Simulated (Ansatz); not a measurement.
# MnV (Pm-3m): phonons and vibrational spectra, part 2 of 2

Wanted: phonon frequencies of MnV (Pm-3m) and what follows from them.

Ansatz 0.2.0; DFT PBEsol, scalar-relativistic, plane waves, PAW; PAW set soft_1.

So far. Step 4 (Relaxing to small forces for the phonons): The forces vanish by symmetry and the pressure is -0.001 GPa, within the tolerances set. The cell now holds 11.42 Å³/atom. Step 5 (Zone-centre response): Before it was imposed, the acoustic sum rule was missed by 2.6e-5 eV/Å². Small misses are needed for a sound result but don't prove that mesh and cutoff are converged. The lowest optical mode is real, 256 cm⁻¹. The relaxed cell has a = 2.837 Å (conventional setting).

## Step 6: Response at finite wavevector

Stability and thermal properties need the whole zone. Linear response on a 4×4×4 q mesh gives force constants as far as a supercell of that size would.

Input file input.yaml:

```yaml
crystal:
  lattice:
    - [2.8373045862, 0.0, 0.0]
    - [0.0, 2.8373045862, 0.0]
    - [0.0, 0.0, 2.8373045862]
  atoms:
    - { symbol: Mn, position: [0.0, 0.0, 0.0] }
    - { symbol: V, position: [0.5, 0.5, 0.5] }
kpoints:
  mp_grid: { grid: [16, 16, 16] }
hamiltonian:
  xc: pbesol
  pseudopotentials: { kind: paw, azcp: { folder: soft_1 }, xc_functional: pbe }
scf:
  occupations: { method: methfessel_paxton, width: 0.2 }
output:
  eigenvalues: true
phonons:
  method: dfpt
  qmesh: [4, 4, 4]
  temperatures: { t_max: 1000, t_step: 50 }
  qpath:
    path:
      - [[0.0, 0.0, 0.0], [0.0, 0.5, 0.0], [0.5, 0.5, 0.0], [0.0, 0.0, 0.0], [0.5, 0.5, 0.5], [0.0, 0.5, 0.0]]
      - [[0.5, 0.5, 0.5], [0.5, 0.5, 0.0]]
    npoints: 10
```

Command:

```console
$ ansatz run input.yaml --threads 4 --pin off --max-ram 10240MiB --backend cpu --events-out ev --progress --plain --runs-dir out
```

Numbers of over 12 decimals in the logs are rounded to 6 here.

The program printed:

```text
[...]
Crystal: 2 atoms, lattice volume = 22.841 Å³
Basis set: ecut = 420 eV, 461 PW (Γ), exchange–correlation on 40×40×40 points (8 copies of the dense FFT grid, shifted against one another)
Bands: 18, of which v1, the nominal top of the filled ones, is band 14 counted from 1 (13 counted from 0)
Symmetry: 48 space group operations
k-points: 165 of 4096
[...]
SCF iter   1: F=—  HF=-6755.768908 eV  |F-HF|=—  |Δ(HF+E_count)|=         —  Δρ=1.57e-1  dr2=6.61e0  ethr=3.10e-3  ⟨swp⟩=3.2  Hψ=10731  notcnv=0
[...]
SCF iter  10: F=-6754.694269 eV  HF=-6754.694269 eV  |F-HF|=9.09e-13  |Δ(HF+E_count)|=  1.82e-12  S|Δr|=    0.00e0  Δρ=4.87e-8  dr2=6.39e-13  ethr=1.00e-12  ⟨swp⟩=5.1  Hψ=11587  notcnv=0
SCF 1 converged in 10 iterations: F = -6754.694269 eV  dr2 = 6.39e-13
[...]
SCF iter   5: F=-6754.694269 eV  HF=-6754.694269 eV  |F-HF|=4.55e-12  |Δ(HF+E_count)|=  4.55e-12  S|Δr|=    0.00e0  Δρ=1.33e-7  dr2=5.19e-12  ethr=1.00e-12  ⟨swp⟩=1.0  Hψ=6600  notcnv=0
SCF 2 converged in 5 iterations: F = -6754.694269 eV  dr2 = 5.19e-12
phonons: the bands overlap, so this run is a metal and interpolates without the dipole-dipole term. If the crystal is really an insulator or semiconductor, its LO-TO splitting is missing
NSCF: frozen V_eff on 165 k-points
[...]
DFPT response loops at q = (0, 0, 0) (fractional): preconditioner auto → Kerker (q_TF=auto, 2.822 Å⁻¹) (partly filled bands, converged f_vac=0.000); β = 1.00, the filter's whole step (`scf.mixing.beta` (0.50) is not read by the response loops under this deck's `scf.mixing.preconditioner`; to damp them name `kerker` or `kerker_dos`, under which they read `scf.mixing.beta`, and type it under 1.00, their step now; both keys bind the ground state too); Broyden in place of MSR1
[...]
SCF converged after 10 iterations
[...]
Free energy (F): -6754.694269 eV
[...]
Internal energy: -6754.696033 eV  (E = F + TS)
E sigma→0 (E₀):  -6754.694710 eV
Entropy (-TS):   0.001764 eV (0.882 meV/atom)
Fermi energy:    19.556492 eV
[...]
--- Band table (eV; the first three rows and the last of 165) ---
  k-point 0: bands = [... 10 lower, 15.1923, 18.6716, 18.6716, 18.6716, 20.8491, 20.8491, 22.4400, 22.4400]
  k-point 1: bands = [... 10 lower, 15.2443, 18.6666, 18.6666, 18.6992, 20.7865, 20.8732, 22.3158, 22.3158]
  k-point 2: bands = [... 10 lower, 15.3916, 18.6548, 18.6548, 18.7806, 20.6023, 20.9427, 21.9837, 21.9837]
  k-point 164: bands = [... 10 lower, 17.2689, 17.2920, 17.2920, 17.2920, 20.4684, 20.4684, 22.1796, 22.1796]
--- Phonons (Γ-DFPT): 2 representative perturbations + reference (Σ response iterations 6) ---
  ASR residual: 2.147e-5 → 0.000e0 eV/Å²; symmetrization residual: 1.858e-6 eV/Å²
  ASR residual per site (eV/Å²): 2.15e-5 1.27e-6
  Γ frequencies (cm⁻¹): 0.00 0.00 0.00 255.62 255.62 255.62
--- Phonons (arbitrary-q DFPT): 10 irreducible q on the 4×4×4 mesh ---
  q = [0.0000, 0.0000, 0.0000] (star 1, of the zone-centre solve; hermiticity 5.85e-7, symmetrization 1.50e-12): -0.00 -0.00 -0.00 255.62 255.62 255.62
  q = [0.0000, 0.0000, 0.2500] (star 6, 4 solved perturbations in 4032 linear systems a pass and spin channel, the states on 1296 of 4096 k-point pairs; hermiticity 1.26e-7, symmetrization 7.99e-13): 103.85 103.85 223.57 247.96 247.96 348.03
[...]
q = [0.0000, 0.2500, -0.5000] (star 12, 6 solved perturbations on 1296 of 4096 k-point pairs; hermiticity 4.18e-7, symmetrization 1.67e-7): 188.23 219.01 243.71 260.70 317.05 352.82
[...]
sum rule: each row above includes the acoustic sum rule's correction from the zone centre's row sums; it moved no ω² by more than (0.33 cm⁻¹)²
  mesh force constants: q→R imaginary residual 8.14e-19; ASR residual 2.147e-5 → 0.000e0 eV/Å²; symmetrization residual 1.776e-14 eV/Å²
  interpolated dispersion: 62 rows × 6 modes
  density of states and harmonic sums: on the 24×24×24 q-mesh, interpolated from the force constants of a 4×4×4 supercell (no non-analytic term)
  largest difference from the sums on the solved wave vectors: F 8.95e-3 eV, S 1.30e-5 and C_V 4.02e-6 eV/K
  zero-point energy: 0.096756 eV/cell   skipped modes (ω ≤ 0): 3   left out of the sums: 3.62e-5 of the cell's modes: C_V's classical limit lies that fraction below 3 k_B per atom; for a crystal, a wire or a layer, F and S can be off by more, and a phonons.interpolated_qmesh denser along its periods is the remedy for the sampling
```

Wall time 8.2 min (4 threads of Arm Neoverse V1, shared host); peak memory 3 GiB; 31 min of CPU time.

This step gave:

```
sum-rule residual before enforcement                    : 2.15e-5 eV/Å²
lowest frequency on the path                            : 0 cm⁻¹
highest frequency on the path or at a solved wavevector : 388.4 cm⁻¹
mean frequency                                          : 260.1 cm⁻¹
Debye temperature (second moment)                       : 496 K
logarithmic mean frequency                              : 251.5 cm⁻¹
lowest mode on the q mesh (acoustic modes at Γ apart)   : 103.8 cm⁻¹
zero-point energy per atom                              : 48.38 meV
heat capacity at 300 K                                  : 21.84 J/(mol atoms K)
vibrational entropy at 300 K                            : 21.89 J/(mol atoms K)
```

Frequencies (cm⁻¹) solved at each irreducible wavevector; negative means imaginary. Frequencies by wavevector, by row:

```
q in reciprocal lattice units  star  mode 1  mode 2  mode 3  mode 4  mode 5  mode 6
                        0 0 0     1       0       0       0   255.6   255.6   255.6
                     0 0 0.25     6   103.8   103.8   223.6     248     248     348
                     0 0 -0.5     3   172.2   172.2   216.8   216.8   315.7   388.4
                  0 0.25 0.25    12   143.4   192.1   231.2   260.2   301.4   324.2
                  0 0.25 -0.5    12   188.2     219   243.7   260.7   317.1   352.8
                  0 -0.5 -0.5     3   183.8   206.9   282.8   282.8     334     334
               0.25 0.25 0.25     8   219.8   219.8   268.5   296.8   296.8   306.5
               0.25 0.25 -0.5    12   249.6   257.5   263.3   277.9   308.3   328.9
               0.25 -0.5 -0.5     6   263.7   282.8   289.1   289.1   323.9   323.9
               -0.5 -0.5 -0.5     1   298.3   298.3   298.3   303.8   303.8   303.8
```

Interpolated from a 4×4×4 q mesh. The phonon branches at the labelled points (cm⁻¹):

| point | branch 1 | branch 2 | branch 3 | branch 4 | branch 5 | branch 6 |
| --- | --- | --- | --- | --- | --- | --- |
| Γ | 0 | 0 | 0 | 256 | 256 | 256 |
| halfway | 104 | 104 | 224 | 248 | 248 | 348 |
| X | 172 | 172 | 217 | 217 | 316 | 388 |
| halfway | 188 | 219 | 244 | 261 | 317 | 353 |
| M | 184 | 207 | 283 | 283 | 334 | 334 |
| halfway | 143 | 192 | 231 | 260 | 301 | 324 |
| Γ | 0 | 0 | 0 | 256 | 256 | 256 |
| halfway | 220 | 220 | 268 | 297 | 297 | 306 |
| R | 298 | 298 | 298 | 304 | 304 | 304 |
| halfway | 250 | 258 | 263 | 278 | 308 | 329 |
| X | 172 | 172 | 217 | 217 | 316 | 388 |
| jump to R | 298 | 298 | 298 | 304 | 304 | 304 |
| halfway | 264 | 283 | 289 | 289 | 324 | 324 |
| M | 184 | 207 | 283 | 283 | 334 | 334 |

The phonon branches as a text plot (rows in cm⁻¹):

```
    380 |     *****                                    ***
    364 |    *     *                                  *
    348 |   *       *                                *
    332 |            *****   *                      *        ****
    315 |      *******    *** *        *   **    ********* **
    299 |  *             **  ***     ** ************      ***
    283 | *   *      ****  **  **   **** ** *    ****      ******
    267 |*          **   *   *  ** **   *  *       ***       *
    251 |*****     *      *    ****      **         ***       *
    235 |    **   *          **        *             ***       *
    218 |   *  ********  **** *         *             ****    * *
    202 |         *    **            **               *        *
    186 |         *********  *         *               **       *
    170 |      ***         **  *                        **
    154 |                     *
    138 |  *  *              *      ***
    121 |    *                ***
    105 | * *
     89 |                      **   *
     73 |                          *
     57 |* *                    ** *
     40 | *                      *
     24 |*                       *
      8 |                         *
         Γ      X      M          Γ            R        X|R     M
```

The phonon density of states has structure finer than the step of the table below, so its rows give means over 20 cm⁻¹, whole bins alone (the curve runs from 2.5 to 388 cm⁻¹). Peaks (cm⁻¹: height): 187.5: 0.0220, 287.5: 0.0503, 312.5: 0.0459.

Tetrahedra on a 24×24×24 mesh, mean over bins of 5 cm-1. Interpolated from a 4×4×4 q mesh. Table of phonon density of states by wavenumber; means over each step:

| wavenumber (cm⁻¹) | phonon density of states (1/cm⁻¹/cell) |
| --- | --- |
| 20 | 7.6e-5 |
| 40 | 3.5e-4 |
| 60 | 8.7e-4 |
| 80 | 0.00161 |
| 100 | 0.00264 |
| 120 | 0.00399 |
| 140 | 0.00588 |
| 160 | 0.00897 |
| 180 | 0.0157 |
| 200 | 0.0160 |
| 220 | 0.0261 |
| 240 | 0.0337 |
| 260 | 0.0371 |
| 280 | 0.0434 |
| 300 | 0.0394 |
| 320 | 0.0374 |
| 340 | 0.0165 |
| 360 | 0.00722 |

The partial phonon density of states has structure finer than the step of the table below, so its rows give means over 20 cm⁻¹, whole bins alone (the curve runs from -10 to 410 cm⁻¹). Peaks (cm⁻¹: height): Mn 232.9: 0.0228, 251.4: 0.0229, 291.0: 0.0334, 312.1: 0.0256; V 190.6: 0.0164, 291.0: 0.0181, 327.9: 0.0233.

Phonopy on the run's constants, 19x19x19 mesh, Gaussian sigma 3.0 cm-1. Interpolated from a 4×4×4 q mesh. Partial phonon density of states against wavenumber; means over each step; values in 1/cm⁻¹/cell:

| wavenumber (cm⁻¹) | Mn | V |
| --- | --- | --- |
| 0 | 1.1e-5 | 1.1e-5 |
| 20 | 6.1e-5 | 5.6e-5 |
| 40 | 1.8e-4 | 1.7e-4 |
| 60 | 5.1e-4 | 4.8e-4 |
| 80 | 7.7e-4 | 7.5e-4 |
| 100 | 0.00133 | 0.00134 |
| 120 | 0.00193 | 0.00208 |
| 140 | 0.00254 | 0.00315 |
| 160 | 0.00367 | 0.00569 |
| 180 | 0.00386 | 0.0116 |
| 200 | 0.00438 | 0.0119 |
| 220 | 0.0154 | 0.0103 |
| 240 | 0.0204 | 0.0137 |
| 260 | 0.0211 | 0.0155 |
| 280 | 0.0265 | 0.0163 |
| 300 | 0.0254 | 0.0145 |
| 320 | 0.0170 | 0.0205 |
| 340 | 0.00361 | 0.0127 |
| 360 | 0.00106 | 0.00619 |
| 380 | 2.7e-4 | 0.00297 |

Second derivatives of the energy by pair, one row for each kind of neighbour of each atom listed. Each entry sums the pair over the periodic images of the supercell that the q mesh stands for, and in a polar crystal it holds the long-range dipole part too. Force constants by pair, by row:

```csv
atom,neighbour,distance (Å),third of the trace (eV/Å²),along the pair's line (eV/Å²)
Mn1,itself,0,14.18,–
Mn1,V,2.457,-0.9787,-1.574
Mn1,Mn,2.837,-0.9315,-2.6
Mn1,Mn,4.013,-0.0813,-0.3337
Mn1,V,4.705,0.047,0.1554
Mn1,Mn,4.914,-0.0827,-0.4161
Mn1,Mn,5.675,-0.0993,-0.4991
Mn1,V,6.184,0.0012,0.0097
Mn1,Mn,6.344,0.0081,0.0057
V2,itself,0,13.54,–
V2,Mn,2.457,-0.9787,-1.574
V2,V,2.837,-0.7584,-3.532
V2,V,4.013,-0.1024,-0.6208
V2,Mn,4.705,0.047,0.1554
V2,V,4.914,-0.0994,-0.4114
V2,V,5.675,-0.0693,-0.1317
V2,Mn,6.184,0.0012,0.0097
V2,V,6.344,0.0042,0.0113
```

Harmonic thermodynamic functions per atom, from the density of states. Interpolated from a 4×4×4 q mesh. Thermodynamic functions, by row:

```csv
T (K),F_vib (meV/atom),S (J/mol-atom/K),C_V (J/mol-atom/K)
0,48.38,0,0
50,48.32,0.472,1.61
100,47.35,3.768,9.133
200,38.33,13.62,18.66
300,19.75,21.89,21.84
400,-6.43,28.38,23.12
500,-38.65,33.61,23.76
600,-75.81,37.98,24.11
700,-117.2,41.71,24.33
800,-162.1,44.97,24.47
900,-210.2,47.86,24.57
1000,-261.2,50.45,24.64
```

Harmonic mean-square displacement, third of the trace. Interpolated from a 4×4×4 q mesh. Mean square displacements, by row:

```
T (K)  Mn1 U_eq (Å²)  V2 U_eq (Å²)
    0        0.00127       0.00139
  100        0.00147       0.00162
  300        0.00283       0.00317
  600         0.0053       0.00596
```

Symmetry leaves 10 wavevectors to solve. The lowest mode among them, the acoustic zeros apart, lies at q = (0, 0, 0.25) and is real, 104 cm⁻¹.

## Step 7: Outcome

- space group after relaxation (within 0.01 Å): Pm-3m
- volume per atom: 11.4 Å³
- electronic character: no gap on this mesh
- highest optical mode at the zone centre (no LO-TO term): 256 cm⁻¹
- lowest optical zone-centre mode: 256 cm⁻¹
- lowest mode on the q mesh (acoustic modes at Γ apart): 104 cm⁻¹
- highest frequency on the path or at a solved wavevector: 388 cm⁻¹
- zero-point energy per atom: 48.4 meV
- heat capacity at 300 K: 21.8 J/(mol atoms K)
- vibrational entropy at 300 K: 21.9 J/(mol atoms K)
- Debye temperature (second moment): 496 K
- imaginary modes on the 4×4×4 q mesh: none

The structure is a minimum as far as tested: no mode is imaginary at the 10 irreducible wavevectors of the 4×4×4 mesh, and the softest away from the acoustic zeros lies at 104 cm⁻¹. The optical modes at Γ form one degenerate level at 256 cm⁻¹. With no gap, or one that is small against the smearing, the frequencies hang on the k mesh and the smearing, most of all near Kohn anomalies. The phonon runs are without spin polarisation, although Mn and V often carries a moment. The PAW files were made for PBE and serve the other functionals too. These are harmonic frequencies at zero temperature: anharmonic shifts, linewidths and thermal expansion are left out.

[Logs are printed without paths, hosts, clocks, repeated set-up lines and the standing remarks that a program may print on its own settings, such as how far it seeks lower states.]

[Hosts, paths, dates, database ids (printed as entryN), source tags and the programs' standing remarks are cut or masked in the printed files.]
